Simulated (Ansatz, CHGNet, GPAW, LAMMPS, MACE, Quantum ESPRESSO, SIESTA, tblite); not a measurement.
**tblite runs on glassy 61Al2O3-39P2O5 (mol %) (104 atoms)**

Wanted: tblite inputs and outputs for glassy 61Al2O3-39P2O5 (mol %) (104 atoms), checked against a plane-wave reference.

Method: the method is named at each step, in tblite 0.8.0.

## 1. The system as given

The cell holds 104 atoms: 22 Al, 14 P and 68 O. Cell: a = 10.928 Å, b = 10.928 Å, c = 10.928 Å, α = 90.0°, β = 90.0°, γ = 90.0°. 104 atoms (22 Al, 14 P, 68 O) placed at random at 2.66 g/cm³, melted at 4000 K for 10 ps at fixed volume with the Morse and Coulomb pair potential with partial charges (Pedone, Malavasi, Menziani, Cormack and Segre, J. Phys. Chem. B 110, 11780 (2006)). Quenched from 4000 K to 300 K at 50 K/ps and fixed volume, held 10 ps at zero pressure.

The yardstick, on the same geometry:

- method: Kohn-Sham DFT, PBE, SSSP efficiency 1.3.0 pseudopotentials, plane waves (Quantum ESPRESSO 7.5); sssp-pbe-1.3.0-efficiency, cutoffs 60/480 Ry, Γ point
- r.m.s. force component: 1.16 eV/Å
- longest force: 5.092 eV/Å
- pressure: 5.52 GPa
- gap (highest filled to lowest empty level): 3.349 eV
- time: 4.4 min on 4 MPI ranks of Arm Neoverse V2, shared host
- CPU time: 18 min

## 2. GFN1-xTB

Method: GFN1-xTB tight binding, diagonalisation.

File run.py:

```python
import numpy as np
from ase.io import read
from tblite.ase import TBLite

atoms = read("structure.xyz")
atoms.calc = TBLite(method="GFN1-xTB", electronic_temperature=580, accuracy=1.0, max_iterations=250, mixer_damping=0.4, verbosity=1)
energy = atoms.get_potential_energy()
forces = atoms.get_forces()
print(f"energy {energy:.6f} eV")
print("forces (eV/A)")
for i, (a, f) in enumerate(zip(atoms, forces)):
    print(f"{i:4d} {a.symbol:2s} {f[0]:10.5f} {f[1]:10.5f} {f[2]:10.5f}")
stress = -atoms.get_stress(voigt=False) * 160.21766
print("stress (GPa, compression positive)")
for row in stress:
    print(" ".join(f"{x:10.4f}" for x in row))
print("charges (e)")
print(np.array2string(atoms.get_charges(), precision=4, suppress_small=True, max_line_width=110, threshold=100000))
```

File structure.xyz:

```xyz
104
Lattice="10.92802 0.00000 0.00000 0.00000 10.92802 0.00000 0.00000 0.00000 10.92802" Properties=species:S:1:pos:R:3 pbc="T T T"
Al 2.02518 5.49581 3.82513
Al 9.35122 0.77217 5.44456
Al 5.14382 6.34404 3.01045
Al 3.98348 8.40496 0.57558
Al 9.10435 6.67298 6.18701
Al 1.71537 5.10666 6.75461
Al 10.86890 8.38343 7.62087
Al 3.02291 6.99907 8.53544
Al 4.60452 0.84933 2.62808
Al 8.82153 3.07722 3.57117
Al 9.23603 8.70854 1.20405
Al 4.40366 5.19059 0.63186
Al 5.76759 6.05511 9.06293
Al 2.58776 2.26079 3.81858
Al 0.66661 7.85419 4.93477
Al 5.56826 3.54844 3.62701
Al 8.83989 2.09086 8.93781
Al 8.55577 10.46402 8.17689
Al 10.91021 6.28394 9.15101
Al 4.06260 9.73512 7.29117
Al 0.94910 1.20022 9.69862
Al 3.82197 7.22080 5.29386
P 8.48943 5.93271 2.42679
P 1.04024 9.06687 10.51407
P 6.75395 8.85760 9.99717
P 7.50012 10.34807 3.42025
P 4.81980 4.15461 6.71789
P 9.79325 3.68384 6.38142
P 0.28566 2.38919 1.56019
P 1.51998 0.78441 6.52075
P 1.12854 5.33156 1.10898
P 8.22508 4.81893 10.48609
P 3.94633 2.14309 10.65591
P 6.39191 8.26737 5.50892
P 5.63460 1.52522 8.19219
P 2.80074 9.51590 3.49194
O 0.10229 0.35680 5.96768
O 8.17438 9.70638 2.23030
O 9.69687 0.68792 9.05485
O 6.78685 5.16863 10.18295
O 3.55576 8.83082 4.62594
O 3.54909 9.22347 2.21041
O 9.93379 2.36734 2.43247
O 2.12801 1.72291 5.44937
O 0.29047 4.10271 6.44546
O 9.44279 9.15211 7.81244
O 6.18187 0.06688 2.95133
O 8.04641 8.51173 10.74487
O 1.58751 5.76158 8.45162
O 4.41700 3.56002 10.86671
O 3.05777 0.08021 3.55051
O 5.24862 4.26127 5.23944
O 3.58854 6.82018 6.83176
O 6.45289 7.63268 9.12359
O 5.57613 7.29270 4.67053
O 7.08070 6.31377 2.89625
[... 44 atom lines left out ...]
O 0.98757 8.60461 6.45474
O 9.57371 2.67715 5.26774
O 5.39637 8.89716 6.42644
O 9.25243 7.15184 1.97284
```

The run is started by

```bash
OMP_NUM_THREADS=1 python run.py > output.txt
```

Output:

```text
------------------------------------------------------------
  cycle        total energy    energy error   density error
------------------------------------------------------------
      1     -363.8786854485  -3.6526363E+02   1.0403173E+00
      2     -363.5632955029   3.1538995E-01   7.8660786E-01
      3     -337.8873574279   2.5675938E+01   6.4371326E-01
      4     -389.5945952860  -5.1707238E+01   2.4988876E-01
      5     -389.9553976846  -3.6080240E-01   1.0551545E-01
      6     -391.1147309572  -1.1593333E+00   4.7474848E-02
      7     -391.2558332258  -1.4110227E-01   2.7221565E-02
      8     -391.2809329852  -2.5099759E-02   1.6817737E-02
      9     -391.2927719610  -1.1838976E-02   8.9918795E-03
     10     -391.2979202071  -5.1482461E-03   4.3458745E-03
     11     -391.2994726036  -1.5523966E-03   1.3688449E-03
     12     -391.2996096256  -1.3702194E-04   5.8366692E-04
     13     -391.2996381907  -2.8565165E-05   2.3291256E-04
     14     -391.2996394183  -1.2276059E-06   1.4597839E-04
     15     -391.2996404122  -9.9385034E-07   9.2245974E-05
     16     -391.2996409646  -5.5241651E-07   4.0404642E-05
     17     -391.2996410926  -1.2798949E-07   1.8717246E-05
------------------------------------------------------------
 total:                                   6.166 sec
energy -10647.805585 eV
forces (eV/A)
   0 Al   -0.05191    0.92993   -0.01665
   1 Al    1.33640    0.86985    2.46519
   2 Al    1.00702   -0.25242   -0.82346
   3 Al    0.69485   -0.67889    1.39710
   4 Al   -0.08093    0.12511    0.24108
   5 Al   -0.24484    1.31187   -0.18355
   6 Al   -0.83689   -0.21536    1.73326
   7 Al    0.27294    0.18229   -0.82447
   8 Al   -0.58643   -0.36988    0.57273
   9 Al   -0.03666    0.26350    0.52301
  10 Al   -0.23131    0.00190   -1.04257
  11 Al   -0.43840    0.80619    0.26318
  12 Al   -0.87949    0.14235    0.15940
  13 Al   -0.33048   -0.58212    0.19673
  14 Al   -0.02069   -0.26198    0.51625
  15 Al    0.17675    0.36752   -0.35939
  16 Al   -1.37161    0.78106    1.67852
  17 Al   -0.03784    1.70709   -0.35133
  18 Al   -0.52477    0.13464   -0.34436
  19 Al   -0.60315   -0.20529    0.19766
  20 Al   -0.59893   -0.67045   -1.40395
  21 Al   -0.42472    0.30807   -2.21778
  22 P    -1.73384   -0.50201    0.74812
  23 P     0.18880   -0.88206   -0.49842
[...]
96 O     1.38908   -0.86490   -0.94865
  97 O     0.19687   -0.37340    0.05069
  98 O    -0.54548   -0.15101    0.24363
  99 O     0.20281   -0.79419    0.76725
 100 O     3.00944    1.23386   -1.75044
 101 O    -0.74114   -1.99327   -2.62478
 102 O     0.49928    1.17167    0.89018
 103 O     1.33894    0.98363    0.81244
stress (GPa, compression positive)
    9.4535    -0.2296    -0.6475
   -0.2296    14.4969     2.3327
   -0.6475     2.3327    12.0689
charges (e)
[ 0.6604  0.6067  0.658   0.6123  0.632   0.6563  0.6867  0.6611  0.6037  0.5734  0.576   0.6443  0.6109
  0.6278  0.6472  0.6212  0.5869  0.624   0.628   0.6079  0.5952  0.6738  0.5637  0.5665  0.5641  0.562
  0.5608  0.5652  0.5599  0.5657  0.5582  0.5568  0.5585  0.5623  0.5597  0.5645 -0.3132 -0.2692 -0.3877
 -0.2931 -0.3492 -0.3381 -0.2974 -0.3227 -0.2923 -0.44   -0.2744 -0.3086 -0.3765 -0.2951 -0.2994 -0.2893
 -0.463  -0.2984 -0.3029 -0.3233 -0.1976 -0.4122 -0.3003 -0.3008 -0.416  -0.2783 -0.4231 -0.2823 -0.2976
 -0.4122 -0.3134 -0.451  -0.2122 -0.2875 -0.2777 -0.3782 -0.2778 -0.4569 -0.4114 -0.2175 -0.2612 -0.3128
 -0.2642 -0.273  -0.3571 -0.253  -0.307  -0.3208 -0.2845 -0.307  -0.2957 -0.3003 -0.293  -0.3036 -0.298
 -0.2777 -0.3867 -0.2083 -0.3222 -0.3173 -0.1978 -0.2795 -0.4558 -0.4018 -0.4494 -0.2576 -0.2716 -0.2668]
```

It took 6.7 s on 1 thread of Arm Neoverse V2, shared host; peak memory 0.14 GiB.

Banners and routine set-up lines are dropped from the logs; longer cuts are marked.

Compared with the plane-wave run:

```
r.m.s. force component                  : 0.9711 eV/Å
r.m.s. difference of force components   : 460.5 meV/Å
longest difference of force vectors     : 2086 meV/Å
force difference over r.m.s. force      : 39.68 %
slope of forces against the reference's : 0.7714
correlation of force components         : 0.9218
pressure                                : 12.01 GPa
pressure difference                     : 6.487 GPa
```

Length of the force difference by element (eV/Å):

```csv
element,atoms,mean,most
Al,22,1.0,2.1
O,68,0.48,1.2
P,14,0.99,1.9
```

A closer look about P36, one of the 14 P atoms: 11 atoms, nearest first, numbered in the order of the input, with positions taken from that point.

```csv
atom,x,y,z,distance (Å),bonds,Mulliken charge (e),Fx,Fy,Fz (eV/Å)
P36,0.00,0.00,0.00,0.00,4,0.56,0.84,-1.35,0.65
O42,0.75,-0.29,-1.28,1.51,2,-0.34,1.19,-1.17,-2.99
O51,0.26,1.49,0.06,1.52,2,-0.30,-0.13,2.46,0.16
O59,-1.37,-0.64,0.18,1.52,2,-0.30,-2.35,0.53,-1.27
O41,0.76,-0.69,1.13,1.52,2,-0.35,0.99,0.36,1.66
Al9,1.80,2.26,-0.86,3.02,4,0.60,-0.59,-0.37,0.57
Al15,-2.13,-1.66,1.44,3.07,4,0.65,-0.02,-0.26,0.52
Al22,1.02,-2.30,1.80,3.09,4,0.67,-0.42,0.31,-2.22
Al4,1.18,-1.11,-2.92,3.34,4,0.61,0.69,-0.68,1.40
O60,-0.10,1.20,3.19,3.41,2,-0.30,-0.08,-0.76,0.39
O58,0.81,-3.30,0.30,3.41,3,-0.41,-0.56,0.50,0.33
```

Atoms are counted from 1 here, from 0 in the log.

Forces lie 40 % from the reference's, at 0.0064 times its CPU time (on 1 against 4 cores).

## 3. Outcome

| Property | Result |
| --- | --- |
| force difference from the reference | tblite GFN1-xTB, 40 % |
| its CPU time | 6.7 s |

In words: Tight binding differs by 40 % (tblite GFN1-xTB); it is another model, with fitted parameters of its own, and the xTB methods hold dispersion. One electronic-structure run takes under half the reference's CPU time: tblite GFN1-xTB, at 40 % in 6.7 s against 18 min; its pressure misses by +6.5 GPa. Periodic xTB results under one method name differ between programs and library versions. The reference's pressure holds the uncorrected Pulay stress of its 60 Ry basis, so small pressure differences, and their order, may be the reference's own error. In our tests on small cells the SSSP efficiency potentials stood apart from two norm-conserving sets, for C–F bonds most and for P–O bonds less, so differences between them and other runs here needn't be the other run's error. The quench rate of 50 K/ps is many orders above laboratory rates, so the cell is likely richer in defects and strain than a real sample. The network of bonds at the start is that of the classical potential that made the cell, and needn't be the one that DFT or experiment would give. The reference's stress is far from hydrostatic: its diagonal is 2.4, 8.5, 5.6 GPa, compression counted positive. The electronic-structure runs sample only Γ, in a cell whose shortest periodic width is 11 Å.

[Long decimals in the printed logs are rounded to 6 places.]

[Also dropped from logs without a mark: lines with file paths, logging warnings of Python, QE's lines on negative density and diagonalisation, SIESTA's first energy breakdown, zero terms and Voronoi charges.]

[Logs are printed without paths, hosts, clocks, repeated set-up lines and the standing remarks that a program may print on its own settings, such as how far it seeks lower states.]

[Hosts, paths, dates, database ids (printed as entryN), source tags and the programs' standing remarks are cut or masked in the printed files.]

[Most failed runs of this program on this cell are left out, timed-out ones always.]
